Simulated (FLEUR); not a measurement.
## GdN: one coupling from two orders, and a test

Aim: get Heisenberg couplings of GdN from the energies of collinear orders, with pencil and paper, and test them on an order left out of the fit.

Program: FLEUR MaX-R8.1. Level of theory: PBE with U = 6 eV on Gd f; all-electron FLAPW, Dirac cores, scalar-relativistic bands. Results are calculated unless marked as measured.

The database entry behind the starting cell differs from later determinations by our own check (about 0.3 % long), so it need not match the best structure at ambient conditions.

**1. The structure**

It takes space group Fm-3m (No. 225, cubic). The conventional cell has a = 4.999 Å, b = 4.999 Å, c = 4.999 Å, α = 90.00°, β = 90.00°, γ = 90.00°. Gd has 6 N at 2.50 Å nearest. Nearest to N lie 6 Gd at 2.50 Å. Farther neighbours and most contacts between anions are not listed.

**2. The parallel order**

All energies count from this run. A Hubbard U acts on the open shell, since semilocal functionals spread its electrons too much.

The file n_mmp_mat seeds the f occupations with whole cubic orbitals by Hund's first rule, so that the U acts from the first pass. inpgen writes inp.xml from crystal.txt; cutoffs, mixing, functional, smearing and local orbitals are then set in the file. The k list default-1 (kpts.xml, not shown) is a Γ-centred 8×8×8 mesh; where the ranks do not divide the number of points, some are split in two of half the weight.

Contents of inp.xml:

```
<?xml version="1.0" encoding="UTF-8" standalone="no"?>
<fleurInput fleurInputVersion="0.39">
   <comment>
      GdN
   </comment>
   <calculationSetup>
      <cutoffs Kmax="3.61" Gmax="10.8" GmaxXC="10.8" numbands="0"/>
      <scfLoop itmax="120" minDistance="0.0001" maxIterBroyd="15" imix="Anderson" alpha="0.05" precondParam="0.0" spinf="2.0" sdNocoIR="T"/>
      <coreElectrons ctail="T" frcor="F" kcrel="0" coretail_lmax="0"/>
      <xcFunctional name="pbe" relativisticCorrections="F"/>
      <magnetism jspins="2"/>
      <soc l_soc="F" theta="0.0" phi="0.0" spav="F"/>
      <expertModes spex="0" secvar="F"/>
      <geometryOptimization l_f="F" forcealpha="1.0" forcemix="BFGS" epsdisp="0.00001" epsforce="0.00001"/>
      <ldaU l_linMix="F" mixParam="0.05" spinf="1.0"/>
   </calculationSetup>
   <cell>
      <bzIntegration valenceElectrons="23.0" mode="hist" fermiSmearingEnergy="0.00183747">
         <kPointListSelection listName="default-1"/>
         <xi:include xmlns:xi="http://www.w3.org/2001/XInclude" href="kpts.xml"> </xi:include>
      </bzIntegration>
      <xi:include xmlns:xi="http://www.w3.org/2001/XInclude" href="sym.xml"> </xi:include>
      <bulkLattice scale="1.0">
         <bravaisMatrix>
            <row-1>    0.0000000000000000     4.7233704484376995     4.7233704484376995</row-1>
            <row-2>    4.7233704484376995     0.0000000000000000     4.7233704484376995</row-2>
            <row-3>    4.7233704484376995     4.7233704484376995     0.0000000000000000</row-3>
         </bravaisMatrix>
      </bulkLattice>
   </cell>
   <atomSpecies>
      <species name="Gadolinium7.000" element="Gd" atomicNumber="64">
         <mtSphere radius="2.8" gridPoints="925" logIncrement="0.014"/>
         <atomicCutoffs lmax="10" lnonsphr="8"/>
         <electronConfig flipSpins="F">
            <coreConfig>(1s1/2) (2s1/2) (2p1/2) (2p3/2) (3s1/2) (3p1/2) (3p3/2) (4s1/2) (3d3/2) (3d5/2) (4p1/2) (4p3/2) (4d3/2) (4d5/2)</coreConfig>
            <valenceConfig>(5s1/2) (5p1/2) (5p3/2) (6s1/2) (4f5/2) (4f7/2) (5d3/2) (5d5/2)</valenceConfig>
            <stateOccupation state="(4f5/2)" spinUp="2.5" spinDown="0.5"/>
            <stateOccupation state="(4f7/2)" spinUp="4.0" spinDown="0.0"/>
            <stateOccupation state="(5d3/2)" spinUp="0.4" spinDown="0.0"/>
            <stateOccupation state="(5d5/2)" spinUp="0.6" spinDown="0.0"/>
         </electronConfig>
         <energyParameters s="6" p="6" d="5" f="4"/>
         <ldaU l="3" U="6.0" J="0.0" l_amf="F"/>
         <lo type="SCLO" l="0" n="5" eDeriv="0"/>
         <lo type="SCLO" l="1" n="5" eDeriv="0"/>
      </species>
      <species name="Nitrogen (N)" element="N" atomicNumber="7">
         <mtSphere radius="1.66" gridPoints="549" logIncrement="0.019"/>
         <atomicCutoffs lmax="6" lnonsphr="4"/>
         <electronConfig flipSpins="F">
            <coreConfig>(1s1/2)</coreConfig>
            <valenceConfig>(2s1/2) (2p1/2) (2p3/2)</valenceConfig>
            <stateOccupation state="(2p1/2)" spinUp="0.500000" spinDown="0.500000"/>
            <stateOccupation state="(2p3/2)" spinUp="1.000000" spinDown="1.000000"/>
         </electronConfig>
         <energyParameters s="2" p="2" d="3" f="4"/>
      </species>
   </atomSpecies>
   <atomGroups>
      <atomGroup species="Gadolinium7.000">
         <relPos label="                   1">.0000000000 .0000000000 .0000000000</relPos>
         <force calculate="T" relaxXYZ="TTT"/>
      </atomGroup>
      <atomGroup species="Nitrogen (N)">
         <relPos label="                   2">1.000/2.000 1.000/2.000 1.000/2.000</relPos>
         <force calculate="T" relaxXYZ="TTT"/>
      </atomGroup>
   </atomGroups>
   <output dos="F" band="F" slice="F">
      <bandDOS minEnergy="-.5*Htr" maxEnergy="0.5*Htr" sigma="0.015" storeEVData="T"/>
      <plotting iplot="0" polar="F">
         <plot TwoD="T" vec1="  1.0  0.0  0.0" vec2="  0.0  1.0  0.0" vec3="  0.0  0.0  1.0" zero="  0.0  0.0  0.0" file="plot"/>
      </plotting>
      <moessbauerParams electricFieldGradient="F" isomerShift="F" coreHyperfine="F" valenceHyperfine="F"/>
   </output>
</fleurInput>
```

Contents of crystal.txt:

```
GdN
&input film=F cartesian=F /
0.00000000000  2.49950000000  2.49950000000
2.49950000000  0.00000000000  2.49950000000
2.49950000000  2.49950000000  0.00000000000
1.8897261246
1.0 1.0 1.0

2
64 0.00000000000  0.00000000000  0.00000000000 : 7.000
7 0.50000000000  0.50000000000  0.50000000000

&kpt div1=8 div2=8 div3=8 gamma=T /
```

On the command line:

```
OMP_NUM_THREADS=1 inpgen -f crystal.txt > inpgen.log  # inp.xml is then edited as shown
OMP_NUM_THREADS=1 mpirun -n 4 fleur_MPI > fleur.log
```

The program printed:

```text
Welcome to FLEUR        (www.flapw.de)
      MaX-Release 8.1          (www.max-centre.eu)

 ========== k-point set info ==========
 Selected k-point list: default-1
 k-point list type: mesh
 0 x 0 x 0
 Number of k points: 32

 [... set-up left out ...]
 Iteration:     1   Distance:      27.56748208 me/bohr^3
 Iteration:     2   Distance:      26.56445233 me/bohr^3
 Iteration:     3   Distance:      20.07140580 me/bohr^3
 Iteration:     4   Distance:      14.39425795 me/bohr^3
 Iteration:     5   Distance:       2.51741424 me/bohr^3
[...]
[... left out ...]
            <freeEnergy value="-11335.4183568642"/>
            <extrapolationTo0K value="-11335.4183414354"/>
         </totalEnergy>
         [... left out ...]
         <ldaUDensityMatrixConvergence>
            <distance spin="1" distance="0.000000"/>
            <distance spin="2" distance="0.000000"/>
         </ldaUDensityMatrixConvergence>
         <densityConvergence units="me/bohr^3">
            <chargeDensity spin="1" distance="0.0000262681"/>
            <chargeDensity spin="2" distance="0.0000254225"/>
            <overallChargeDensity distance="0.0000169844"/>
            <spinDensity distance="0.0000488279"/>
         </densityConvergence>
      </iteration>
```

Wall time 12 s (4 MPI ranks of Intel Xeon Platinum 8375C at 2.90GHz (Ice Lake), shared host); peak memory 0.25 GiB.

Spin moment in the muffin-tin sphere by atom:

| atom | spin moment in the muffin-tin sphere (μB) |
| --- | --- |
| Gd1 | 7.05 |
| N2 | -0.11 |

Numbers from this step:

| Item | Value |
| --- | --- |
| free energy | -308452.4472 eV |
| program's band gap on this mesh (in a metal only a level spacing) | 0.1917 eV |
| magnetization | 7.000 μB |
| final state | ferromagnetic, with opposed induced moments |

After 18 cycles the largest moment stands at 7.05 μB.

**3. The orders used for the fit**

The other orders were run with the same settings, on meshes that hold the same points. Free energies are divided by the number of Gd atoms; q is in fractions of the reciprocal vectors of the first run's cell.

```
              order  atoms   mesh  free energy (eV)     eV per Gd  largest moment (μB)
                F +      2  8×8×8      -308452.4472  -308452.4472                 7.05
AF q=(0,1/2,1/2) +-      4  8×4×8      -616904.8794  -308452.4397                 7.03
```

**4. Counting neighbours**

With E = −Σ J e_i·e_j over ordered pairs of unit vectors, turning a neighbour from parallel to opposed costs 2J a Gd atom. So an order lies 2 Σ n J over the parallel one, n being the opposed neighbours in each shell.

| shell | distance (Å) | neighbours | opposed in AF q=(0,1/2,1/2) +- | opposed in AF q=(0,0,1/2) +- |
| --- | --- | --- | --- | --- |
| J1 | 3.53 | 12 | 8 | 6 |
| J2 | 5.00 | 6 | 0 | 6 |

Only J1 is kept.

**5. Solving**

```
2 × 8 × J1 = +7.4 meV    (AF q=(0,1/2,1/2) +-)
J1 = +0.46 meV
```

**6. The test**

The couplings now give the orders that were left out:

```
2 × 6 × (+0.46) = +5.5 meV    (AF q=(0,0,1/2) +-)
```

The runs themselves:

| order | atoms | mesh | free energy (eV) | eV per Gd | largest moment (μB) | over the parallel order (meV) | foretold (meV) |
| --- | --- | --- | --- | --- | --- | --- | --- |
| AF q=(0,0,1/2) +- | 4 | 8×8×4 | -616904.8863 | -308452.4432 | 7.05 | +4.0 | +5.5 |

**7. One more shell**

One try is to add the next shell, though changing moments can also cause the miss. Both differences then fix both couplings, and no order is left for a test.

```
2 × 8 × J1 = +7.4 meV    (AF q=(0,1/2,1/2) +-)
2 × 6 × J1 + 2 × 6 × J2 = +4.0 meV    (AF q=(0,0,1/2) +-)
J1 = +0.46 meV
J2 = -0.13 meV
```

**8. Outcome**

```json
{"effective coupling of the reversed pairs, counted on J1 (Gd–Gd at 3.53 Å)": "0.46 meV", "largest miss on the orders left out": "1.5 meV", "J1 with two shells": "0.46 meV", "J2 with two shells": "-0.13 meV"}
```

**Reading.** The model misses the order left out by 1.5 meV, 21 % of the largest distance from the parallel order, so it holds only roughly. With the next shell added the couplings are J1 = +0.46 and J2 = -0.13 meV, untested. The largest moments of the orders differ by 0.25 % of the greatest. One difference fixes one number: it sums all reversed shells and need not be the coupling of the nearest one, even in sign. The f shell is half filled, so the spin-only picture is fair.

[Logs and program files are shortened in this print: banners, set-up blocks, solver, clock and traceback lines can be left out without a mark of their own.]

[Logs are printed without paths, hosts, clocks, repeated set-up lines and the standing remarks that a program may print on its own settings, such as how far it seeks lower states.]

[Hosts, paths, dates, database ids (printed as entryN), source tags and the programs' standing remarks are cut or masked in the printed files.]

[Where a cell is said to come from a database of computed structures, the database is the Materials Project.]
